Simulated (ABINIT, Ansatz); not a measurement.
# Quasiparticle gap of AlTlO2 (Fd-3m) in ABINIT, part 2 of 3

Aim: the G0W0 gap of AlTlO2 (Fd-3m) on LDA, step by step.

ABINIT 10.8.3; LDA and many-body steps on it, plane waves. Known limits of the many-body steps: not at the basis limit; no spin-orbit coupling; coarse k mesh.

So far. Step 2 (Ground state): The gap is indirect, with the least direct gap 0.17 eV higher.

## 3. Bands along the symmetry lines

Level of this step: DFT, LDA, plane waves, norm-conserving pseudopotentials (ABINIT).

The cheap functional maps the bands first; the places of the edges decide which points the dearer methods must see.

run.abi reads:

```
acell 3*1.0 Angstrom
rprim 
  0.000000000000 4.042720000000 4.042720000000
  4.042720000000 0.000000000000 4.042720000000
  4.042720000000 4.042720000000 -0.000000000000
ntypat 3
znucl 13 81 8
natom 8
typat 1 1 2 2 3 3 3 3
xred 
  0.250000000000 0.250000000000 0.250000000000
  0.000000000000 -0.000000000000 0.000000000000
  0.750000000000 0.750000000000 0.750000000000
  0.500000000000 0.500000000000 0.500000000000
  0.125000000000 0.125000000000 0.125000000000
  0.625000000000 0.125000000000 0.125000000000
  0.125000000000 0.625000000000 0.125000000000
  0.125000000000 0.125000000000 0.625000000000
pp_dirpath "pseudos"
pseudos "Al.upf, Tl.upf, O.upf"
ecut 42
iscf -2
irdden 1
kptopt 0
nkpt 26
kpt 
  0.00000000 0.00000000 0.00000000
  0.12500000 0.00000000 0.12500000
  0.25000000 0.00000000 0.25000000
  0.37500000 0.00000000 0.37500000
  0.50000000 0.00000000 0.50000000
  0.53125000 0.06250000 0.53125000
  0.56250000 0.12500000 0.56250000
  0.59375000 0.18750000 0.59375000
  0.62500000 0.25000000 0.62500000
  0.37500000 0.37500000 0.75000000
  0.28125000 0.28125000 0.56250000
  0.18750000 0.18750000 0.37500000
  0.09375000 0.09375000 0.18750000
  0.00000000 0.00000000 0.00000000
  0.12500000 0.12500000 0.12500000
  0.25000000 0.25000000 0.25000000
  0.37500000 0.37500000 0.37500000
  0.50000000 0.50000000 0.50000000
  0.50000000 0.43750000 0.56250000
  0.50000000 0.37500000 0.62500000
  0.50000000 0.31250000 0.68750000
  0.50000000 0.25000000 0.75000000
  0.50000000 0.18750000 0.68750000
  0.50000000 0.12500000 0.62500000
  0.50000000 0.06250000 0.56250000
  0.50000000 0.00000000 0.50000000
istwfk *1
nband 43
nbdbuf 2
tolwfr 1e-08
nstep 40
prtwf 0
prtvol 0
indata_prefix "in"
outdata_prefix "out"
tmpdata_prefix "tmp"
```

Command:

```console
$ OMP_NUM_THREADS=1 mpirun -n 4 abinit run.abi > log
```

Numbers of over 12 decimals in the logs are rounded to 6 here.

The log of the run:

```text
.Version 10.8.3 of ABINIT. v10.8.2 released Aug 2026.

 Symmetries : space group Fd -3 m (#227); Bravais cF (face-center cubic)
[... echo of the input left out ...]
== DATASET  1 ==================================================================
-   mpi_nproc: 4, omp_nthreads: 1 (-1 if OMP is not activated)

--- !DatasetInfo
iteration_state: {dtset: 1, }
dimensions: {natom: 8, nkpt: 26, mband: 43, nsppol: 1, nspinor: 1, nspden: 1, mpw: 11620, }
cutoff_energies: {ecut:  42.0, pawecutdg:  -1.0, }
electrons: {nelect:   7.20000000E+01, charge:   0.00000000E+00, occopt:   1.00000000E+00, tsmear:   1.00000000E-02, }

 Real(R)+Recip(G) space primitive vectors, cartesian coordinates (Bohr,Bohr^-1):
 R(1)=  0.0000000  7.6396336  7.6396336  G(1)= -0.0654482  0.0654482  0.0654482
 R(2)=  7.6396336  0.0000000  7.6396336  G(2)=  0.0654482 -0.0654482  0.0654482
 R(3)=  7.6396336  7.6396336  0.0000000  G(3)=  0.0654482  0.0654482 -0.0654482
 Unit cell volume ucvol=  8.9175918E+02 bohr^3
 Angles (23,13,12)=  6.00000000E+01  6.00000000E+01  6.00000000E+01 degrees

 getcut: wavevector=  0.0000  0.0000  0.0000  ngfft=  64  64  64
         ecut(hartree)=     42.000   => boxcut(ratio)=   2.03050

--- Pseudopotential description ------------------------------------------------
- Al Generated using ONCVPSP code by D. R. Hamann
- 13.00000   3.00000  180309                  znucl, zion, pspdat
12 -1012 2 -1 1854                            pspcod,pspxc,lmax,lloc,mmax
     nproj     2     2     2
  pspatm : epsatm=    0.57439143
         --- l  ekb(1:nproj) -->
             0    5.725870    0.726131
             1    6.190420    0.914022
             2   -4.229503   -0.925599
 pspatm: atomic psp has been read  and splines computed

- Tl Generated using ONCVPSP code by D. R. Hamann
- 81.00000  21.00000  180309                  znucl, zion, pspdat
12 -1012 2 -1 1936                            pspcod,pspxc,lmax,lloc,mmax
     nproj     2     2     2
  pspatm : epsatm=   25.97486215
         --- l  ekb(1:nproj) -->
[...]
pspatm: atomic psp has been read  and splines computed

- O Generated using ONCVPSP code by D. R. Hamann
-  8.00000   6.00000  201201                  znucl, zion, pspdat
12 -1012 2 -1 926                             pspcod,pspxc,lmax,lloc,mmax
     nproj     2     2     1
  pspatm : epsatm=    6.24525921
         --- l  ekb(1:nproj) -->
[...]
2   -1.033686
 pspatm: atomic psp has been read  and splines computed

--------------------------------------------------------------------------------

================================================================================
 prteigrs : about to open file out_EIG
 Non-SCF case, kpt    1 (  0.00000  0.00000  0.00000), residuals and eigenvalues=
  5.40E-09  3.44E-09  2.79E-09  5.15E-09  8.73E-09  2.92E-09  4.84E-09  7.90E-09
[...]
5.0321E-01
 Non-SCF case, kpt   26 (  0.50000  0.00000  0.50000), residuals and eigenvalues=
[...]
1.1050E-01  1.1050E-01  1.1108E-01  1.1108E-01  1.3337E-01  1.3337E-01
  2.6374E-01  2.6374E-01  3.1244E-01  3.1244E-01  3.8623E-01  3.8623E-01
  5.0503E-01

--- !ResultsGS
iteration_state: {dtset: 1, }
comment   : Summary of ground state results
lattice_vectors:
- [  0.0000000,   7.6396336,   7.6396336, ]
- [  7.6396336,   0.0000000,   7.6396336, ]
- [  7.6396336,   7.6396336,  -0.0000000, ]
lattice_lengths: [  10.80407,   10.80407,   10.80407, ]
lattice_angles: [ 60.000,  60.000,  60.000, ] # degrees, (23, 13, 12)
lattice_volume:   8.9175918E+02
convergence: {deltae:  0.000E+00, res2:  0.000E+00, residm:  9.957E-09, diffor:  0.000E+00, }
etotal    :  -4.54279057E+02
entropy   :   0.00000000E+00
fermie    :   1.49680718E-01
cartesian_stress_tensor: null
pressure_GPa: null
xred      :
- [  2.5000E-01,   2.5000E-01,   2.5000E-01, Al]
- [  0.0000E+00,   0.0000E+00,   0.0000E+00, Al]
- [  7.5000E-01,   7.5000E-01,   7.5000E-01, Tl]
- [  5.0000E-01,   5.0000E-01,   5.0000E-01, Tl]
- [  1.2500E-01,   1.2500E-01,   1.2500E-01,  O]
- [  6.2500E-01,   1.2500E-01,   1.2500E-01,  O]
- [  1.2500E-01,   6.2500E-01,   1.2500E-01,  O]
- [  1.2500E-01,   1.2500E-01,   6.2500E-01,  O]
cartesian_forces: null
force_length_stats: {min: null, max: null, mean: null, }

 Integrated electronic density in atomic spheres:
 ------------------------------------------------
 Atom  Sphere_radius  Integrated_density
[...]
================================================================================

 ----iterations are completed or convergence reached----

 Mean square residual over all n,k,spin=   52.216E-10; max=  99.574E-10
 reduced coordinates (array xred) for    8 atoms
[...]
cartesian coordinates (angstrom) at end:
    1      2.021360     2.021360     2.021360
    2      0.000000     0.000000     0.000000
    3      6.064080     6.064080     6.064080
[...]
7      3.032040     1.010680     3.032040
    8      3.032040     3.032040     1.010680
 length scales=  1.889726125908  1.889726125908  1.889726125908 bohr
              =  1.000000000000  1.000000000000  1.000000000000 angstroms
 prteigrs : about to open file out_EIG
 Eigenvalues (hartree) for nkpt=  26  k points:
 kpt#   1, nband= 43, wtk=  1.00000, kpt=  0.0000  0.0000  0.0000 (reduced coord)
[...]
kpt#   2, nband= 43, wtk=  1.00000, kpt=  0.1250  0.0000  0.1250 (reduced coord)
[...]
kpt#   3, nband= 43, wtk=  1.00000, kpt=  0.2500  0.0000  0.2500 (reduced coord)
[...]
kpt#  25, nband= 43, wtk=  1.00000, kpt=  0.5000  0.0625  0.5625 (reduced coord)
[...]
0.38763    0.38763    0.50321
 kpt#  26, nband= 43, wtk=  1.00000, kpt=  0.5000  0.0000  0.5000 (reduced coord)
[...]
-0.02062   -0.02062    0.03681    0.03681    0.06393    0.06393    0.11050    0.11050
   0.11108    0.11108    0.13337    0.13337    0.26374    0.26374    0.31244    0.31244
   0.38623    0.38623    0.50503

== END DATASET(S) ==============================================================
================================================================================

 -outvars: echo values of variables after computation  --------
            nband          43
             nkpt          26
          spgroup         227
 [... the other variables as echoed above ...]

 Calculation completed.
```

Wall time 54 s (4 MPI ranks of Intel Xeon 6975P-C (Granite Rapids), shared host); peak memory 0.63 GiB.

This step gave:

- gap: 2.146 eV
- k of the valence top: 0.5, 0.5, 0.5
- k of the conduction bottom: 0.2812, 0.2812, 0.5625
- least direct gap: 2.359 eV

The gap is 2.146 eV, −0.123 eV from the run before at this level.

The electronic bands at the labelled points (eV, zero at the top of the highest filled band):

| point | band 33 | band 34 | band 35 | band 36 | band 37 | band 38 | band 39 | band 40 |
| --- | --- | --- | --- | --- | --- | --- | --- | --- |
| Γ | -1.46 | -0.01 | -0.01 | -0.01 | 2.50 | 2.50 | 2.50 | 6.29 |
| halfway | -1.27 | -0.34 | -0.25 | -0.25 | 2.86 | 2.86 | 4.08 | 4.92 |
| X | -1.05 | -1.05 | -0.44 | -0.44 | 3.10 | 3.10 | 4.43 | 4.43 |
| halfway | -1.07 | -1.00 | -0.55 | -0.41 | 2.75 | 3.14 | 4.39 | 4.82 |
| U | -1.08 | -0.88 | -0.81 | -0.34 | 2.28 | 3.21 | 4.32 | 5.32 |
| jump to K | -1.08 | -0.88 | -0.81 | -0.34 | 2.28 | 3.21 | 4.32 | 5.32 |
| halfway | -1.39 | -0.53 | -0.33 | -0.10 | 2.56 | 3.04 | 4.01 | 5.00 |
| Γ | -1.46 | -0.01 | -0.01 | -0.01 | 2.50 | 2.50 | 2.50 | 6.29 |
| halfway | -1.48 | -0.33 | -0.33 | 0.00 | 2.89 | 2.89 | 3.31 | 5.35 |
| L | -1.05 | -0.67 | -0.67 | 0.00 | 2.49 | 3.28 | 3.28 | 6.08 |
| halfway | -1.05 | -1.00 | -0.70 | -0.20 | 2.17 | 3.18 | 4.16 | 5.54 |
| W | -0.94 | -0.94 | -0.59 | -0.59 | 2.59 | 2.59 | 4.96 | 4.96 |
| halfway | -1.01 | -1.01 | -0.51 | -0.51 | 2.81 | 2.81 | 4.74 | 4.74 |
| X | -1.05 | -1.05 | -0.44 | -0.44 | 3.10 | 3.10 | 4.43 | 4.43 |

## 4. Empty states on the mesh, 2×2×2 mesh, 110 bands

The sums over transitions need many empty states on a uniform mesh; this step solves for them.

run.abi reads:

```
acell 3*1.0 Angstrom
rprim 
  0.000000000000 4.042720000000 4.042720000000
  4.042720000000 0.000000000000 4.042720000000
  4.042720000000 4.042720000000 -0.000000000000
ntypat 3
znucl 13 81 8
natom 8
typat 1 1 2 2 3 3 3 3
xred 
  0.250000000000 0.250000000000 0.250000000000
  0.000000000000 -0.000000000000 0.000000000000
  0.750000000000 0.750000000000 0.750000000000
  0.500000000000 0.500000000000 0.500000000000
  0.125000000000 0.125000000000 0.125000000000
  0.625000000000 0.125000000000 0.125000000000
  0.125000000000 0.625000000000 0.125000000000
  0.125000000000 0.125000000000 0.625000000000
pp_dirpath "pseudos"
pseudos "Al.upf, Tl.upf, O.upf"
ecut 42
ngkpt 2 2 2
nshiftk 1
shiftk 0 0 0
kptopt 1
chksymbreak 0
iscf -2
irdden 1
istwfk *1
nband 110
nbdbuf 10
tolwfr 1e-09
nstep 60
prtvol 0
indata_prefix "in"
outdata_prefix "out"
tmpdata_prefix "tmp"
```

Command:

```console
$ OMP_NUM_THREADS=1 mpirun -n 3 abinit run.abi > log
```

The log of the run:

```text
.Version 10.8.3 of ABINIT. v10.8.2 released Aug 2026.

 Symmetries : space group Fd -3 m (#227); Bravais cF (face-center cubic)
[... echo of the input left out ...]
== DATASET  1 ==================================================================
-   mpi_nproc: 3, omp_nthreads: 1 (-1 if OMP is not activated)

--- !DatasetInfo
iteration_state: {dtset: 1, }
dimensions: {natom: 8, nkpt: 3, mband: 110, nsppol: 1, nspinor: 1, nspden: 1, mpw: 11618, }
cutoff_energies: {ecut:  42.0, pawecutdg:  -1.0, }
electrons: {nelect:   7.20000000E+01, charge:   0.00000000E+00, occopt:   1.00000000E+00, tsmear:   1.00000000E-02, }

 Real(R)+Recip(G) space primitive vectors, cartesian coordinates (Bohr,Bohr^-1):
 R(1)=  0.0000000  7.6396336  7.6396336  G(1)= -0.0654482  0.0654482  0.0654482
 R(2)=  7.6396336  0.0000000  7.6396336  G(2)=  0.0654482 -0.0654482  0.0654482
 R(3)=  7.6396336  7.6396336  0.0000000  G(3)=  0.0654482  0.0654482 -0.0654482
 Unit cell volume ucvol=  8.9175918E+02 bohr^3
 Angles (23,13,12)=  6.00000000E+01  6.00000000E+01  6.00000000E+01 degrees

 getcut: wavevector=  0.0000  0.0000  0.0000  ngfft=  64  64  64
         ecut(hartree)=     42.000   => boxcut(ratio)=   2.03050

--- Pseudopotential description ------------------------------------------------
- Al Generated using ONCVPSP code by D. R. Hamann
- 13.00000   3.00000  180309                  znucl, zion, pspdat
12 -1012 2 -1 1854                            pspcod,pspxc,lmax,lloc,mmax
     nproj     2     2     2
  pspatm : epsatm=    0.57439143
         --- l  ekb(1:nproj) -->
             0    5.725870    0.726131
             1    6.190420    0.914022
             2   -4.229503   -0.925599
 pspatm: atomic psp has been read  and splines computed

- Tl Generated using ONCVPSP code by D. R. Hamann
- 81.00000  21.00000  180309                  znucl, zion, pspdat
12 -1012 2 -1 1936                            pspcod,pspxc,lmax,lloc,mmax
     nproj     2     2     2
  pspatm : epsatm=   25.97486215
         --- l  ekb(1:nproj) -->
[...]
pspatm: atomic psp has been read  and splines computed

- O Generated using ONCVPSP code by D. R. Hamann
-  8.00000   6.00000  201201                  znucl, zion, pspdat
12 -1012 2 -1 926                             pspcod,pspxc,lmax,lloc,mmax
     nproj     2     2     1
  pspatm : epsatm=    6.24525921
         --- l  ekb(1:nproj) -->
[...]
2   -1.033686
 pspatm: atomic psp has been read  and splines computed

--------------------------------------------------------------------------------

================================================================================
 prteigrs : about to open file out_EIG
 Non-SCF case, kpt    1 (  0.00000  0.00000  0.00000), residuals and eigenvalues=
  6.28E-10  8.79E-10  2.06E-10  2.63E-10  8.41E-10  2.67E-10  2.46E-10  8.35E-10
  9.02E-10  2.66E-10  3.36E-10  6.90E-10  1.81E-10  2.98E-10  6.48E-10  2.49E-10
  4.22E-10  9.32E-11  4.60E-10  9.58E-10  4.27E-10  6.12E-10  8.75E-10  2.69E-10
[...]
3.53E-05  7.17E-09  6.53E-08  3.71E-04  4.46E-08  1.02E-07
 -4.4762E+00 -4.4762E+00 -2.4536E+00 -2.4536E+00 -2.4536E+00 -2.4535E+00
 -2.4535E+00 -2.4535E+00 -4.7271E-01 -4.2936E-01 -4.2936E-01 -4.2936E-01
[...]
1.3242E+00  1.3262E+00  1.4047E+00  1.4157E+00  1.4157E+00  1.4204E+00
  1.4283E+00  1.4283E+00
 prteigrs : prtvol=0 or 1, do not print more k-points.

--- !ResultsGS
iteration_state: {dtset: 1, }
comment   : Summary of ground state results
lattice_vectors:
- [  0.0000000,   7.6396336,   7.6396336, ]
- [  7.6396336,   0.0000000,   7.6396336, ]
- [  7.6396336,   7.6396336,  -0.0000000, ]
lattice_lengths: [  10.80407,   10.80407,   10.80407, ]
lattice_angles: [ 60.000,  60.000,  60.000, ] # degrees, (23, 13, 12)
lattice_volume:   8.9175918E+02
convergence: {deltae:  0.000E+00, res2:  0.000E+00, residm:  9.940E-10, diffor:  0.000E+00, }
etotal    :  -4.54279057E+02
entropy   :   0.00000000E+00
fermie    :   1.49680718E-01
cartesian_stress_tensor: null
pressure_GPa: null
xred      :
- [  2.5000E-01,   2.5000E-01,   2.5000E-01, Al]
- [  0.0000E+00,   0.0000E+00,   0.0000E+00, Al]
- [  7.5000E-01,   7.5000E-01,   7.5000E-01, Tl]
- [  5.0000E-01,   5.0000E-01,   5.0000E-01, Tl]
- [  1.2500E-01,   1.2500E-01,   1.2500E-01,  O]
- [  6.2500E-01,   1.2500E-01,   1.2500E-01,  O]
- [  1.2500E-01,   6.2500E-01,   1.2500E-01,  O]
- [  1.2500E-01,   1.2500E-01,   6.2500E-01,  O]
cartesian_forces: null
force_length_stats: {min: null, max: null, mean: null, }

 Integrated electronic density in atomic spheres:
 ------------------------------------------------
 Atom  Sphere_radius  Integrated_density
[...]
================================================================================

 ----iterations are completed or convergence reached----

 Mean square residual over all n,k,spin=   51.657E-11; max=  99.395E-11
 reduced coordinates (array xred) for    8 atoms
[...]
0.125000000000      0.625000000000      0.125000000000
       0.125000000000      0.125000000000      0.625000000000

 cartesian coordinates (angstrom) at end:
    1      2.021360     2.021360     2.021360
    2      0.000000     0.000000     0.000000
    3      6.064080     6.064080     6.064080
[...]
7      3.032040     1.010680     3.032040
    8      3.032040     3.032040     1.010680
 length scales=  1.889726125908  1.889726125908  1.889726125908 bohr
              =  1.000000000000  1.000000000000  1.000000000000 angstroms
 prteigrs : about to open file out_EIG
 Eigenvalues (hartree) for nkpt=   3  k points:
 kpt#   1, nband=110, wtk=  0.12500, kpt=  0.0000  0.0000  0.0000 (reduced coord)
[...]
1.18578    1.19793    1.19793    1.19793    1.26695    1.26695    1.26695    1.27419
   1.27419    1.30211    1.30211    1.30211    1.32419    1.32419    1.32419    1.32622
   1.40470    1.41570    1.41570    1.42035    1.42835    1.42835
 prteigrs : prtvol=0 or 1, do not print more k-points.

== END DATASET(S) ==============================================================
================================================================================

 -outvars: echo values of variables after computation  --------
            nband         110
             nkpt           3
          spgroup         227
 [... the other variables as echoed above ...]

 Calculation completed.
```

It took 39 s on 3 MPI ranks; peak memory 0.42 GiB.

This step gave:

```yaml
gap: 2.489 eV
k_of_the_valence_top: 0.5, 0, 0
k_of_the_conduction_bottom: 0.5, 0, 0
least_direct_gap: 2.489 eV
k_points_computed: 3
lowest_point_of_the_top_converged_band_above_the_valence_top: 31.23 eV
```

On this mesh the gap is 2.489 eV. The earlier step found 2.269 eV, so this mesh misses an edge.

## 5. Screening, 2×2×2 mesh, 100 bands, screening to 98 eV

The RPA dielectric matrix is built and inverted for each q.

This step: RPA screening on LDA, plane waves, norm-conserving pseudopotentials.

Edit run.abi of step 4 so:

```diff
@@ -26,10 +26,11 @@
 chksymbreak 0
-iscf -2
-irdden 1
 istwfk *1
-nband 110
-nbdbuf 10
-tolwfr 1e-09
-nstep 60
-prtvol 0
+occopt 1
+irdwfk 1
+optdriver 3
+nband 100
+ecuteps 3.6
+inclvkb 2
+awtr 1
+symchi 1
 indata_prefix "in"
```

Command:

```console
$ OMP_NUM_THREADS=1 mpirun -n 4 abinit run.abi > log
```

The log of the run:

```text
.Version 10.8.3 of ABINIT. v10.8.2 released Aug 2026.

 Symmetries : space group Fd -3 m (#227); Bravais cF (face-center cubic)
[... echo of the input left out ...]
== DATASET  1 ==================================================================
-   mpi_nproc: 4, omp_nthreads: 1 (-1 if OMP is not activated)

--- !DatasetInfo
iteration_state: {dtset: 1, }
dimensions: {natom: 8, nkpt: 3, mband: 100, nsppol: 1, nspinor: 1, nspden: 1, mpw: 11618, }
cutoff_energies: {ecut:  42.0, pawecutdg:  -1.0, }
electrons: {nelect:   7.20000000E+01, charge:   0.00000000E+00, occopt:   1.00000000E+00, tsmear:   1.00000000E-02, }

 SCREENING: Calculation of the susceptibility and dielectric matrices

 Based on a program developped by R.W. Godby, V. Olevano, G. Onida, and L. Reining.
 Incorporated in ABINIT by V. Olevano, G.-M. Rignanese, and M. Torrent.
.Using double precision arithmetic ; gwpc =  8

[... cell and pseudopotentials left out ...]
--------------------------------------------------------------------------------

 ==== K-mesh for the wavefunctions ====
 Number of points in the irreducible wedge :     3
[... list of points left out ...]
 Together with 48 symmetry operations and time-reversal symmetry
 yields     8 points in the full Brillouin Zone.

 ==== Q-mesh for the screening function ====
 Number of points in the irreducible wedge :     3
[... list of points left out ...]
 Together with 48 symmetry operations and time-reversal symmetry
 yields     8 points in the full Brillouin Zone.

 setmesh: FFT mesh size selected  =    48x   48x   48
          total number of points  =       110592

 vcoul_init : cutoff-mode = AUXILIARY_FUNCTION
 q-points for optical limit:   1
     1)      0.000010    0.000020    0.000030

- screening: taking advantage of time-reversal symmetry
- Maximum band index for partially occupied states nbvw = 36
- Remaining bands to be divided among processors   nbcw = 64
- Number of bands treated by each node ~16

 Number of electrons calculated from density =   72.0000; Expected =   72.0000
 average of density, n =  0.080739
 r_s =    1.4353
 omega_plasma =   27.4093 [eV]

 calculating chi0 at frequencies [eV] :
  1    0.000000E+00    0.000000E+00
  2    0.000000E+00    2.740931E+01

--------------------------------------------------------------------------------
  q-point number  1        q = ( 0.000000, 0.000000, 0.000000) [r.l.u.]
--------------------------------------------------------------------------------
[... chi0 elements left out ...]
 For q-point:  0.000010 0.000020 0.000030
  dielectric constant =   5.4229
  dielectric constant without local fields =   6.0530

  Average fulfillment of the sum rule on Im[epsilon] for q-point    1 :     36.39  [%]
[... wings left out ...]
  q-point number  2        q = ( 0.500000, 0.000000, 0.000000) [r.l.u.]
--------------------------------------------------------------------------------
[... chi0 elements left out ...]
  Average fulfillment of the sum rule on Im[epsilon] for q-point    2 :     43.61  [%]

 [... 1 further q-points ...]
```

Wall time 35 s (4 MPI ranks); peak memory 2.1 GiB; 2.3 min of CPU time.

Numbers from this step:

```
ε∞ with local fields, on this mesh, along the program's q direction : 5.423
the same without local fields                                       : 6.053
plasma frequency                                                    : 27.41 eV
plane waves in the screening matrix                                 : 283
```

Local fields lower ε∞ by 10 %. On a Γ-centred mesh this coarse the value itself is usually too large, while a short band sum pulls it down.

(Part 2 of 3 ends here.)

[Paths, hosts, dates, memory and timing lines, banners, echoed tables and standing remarks are left out of the program output.]

[Logs are printed without paths, hosts, clocks, repeated set-up lines and the standing remarks that a program may print on its own settings, such as how far it seeks lower states.]

[Runs of the session that timed out or met a known fault of the program may be left out.]

[Hosts, paths, dates, database ids (printed as entryN), source tags and the programs' standing remarks are cut or masked in the printed files.]

[G0W0 gaps are taken among the corrected bands and points alone; a level outside them can change the order at an edge.]

[Where Ansatz stands beside ABINIT at settings called matched, ABINIT's density can come from a denser mesh and the files from another edition; pairs whose starting gaps differed by over 0.03 eV were left out, so agreement reads better than it is.]
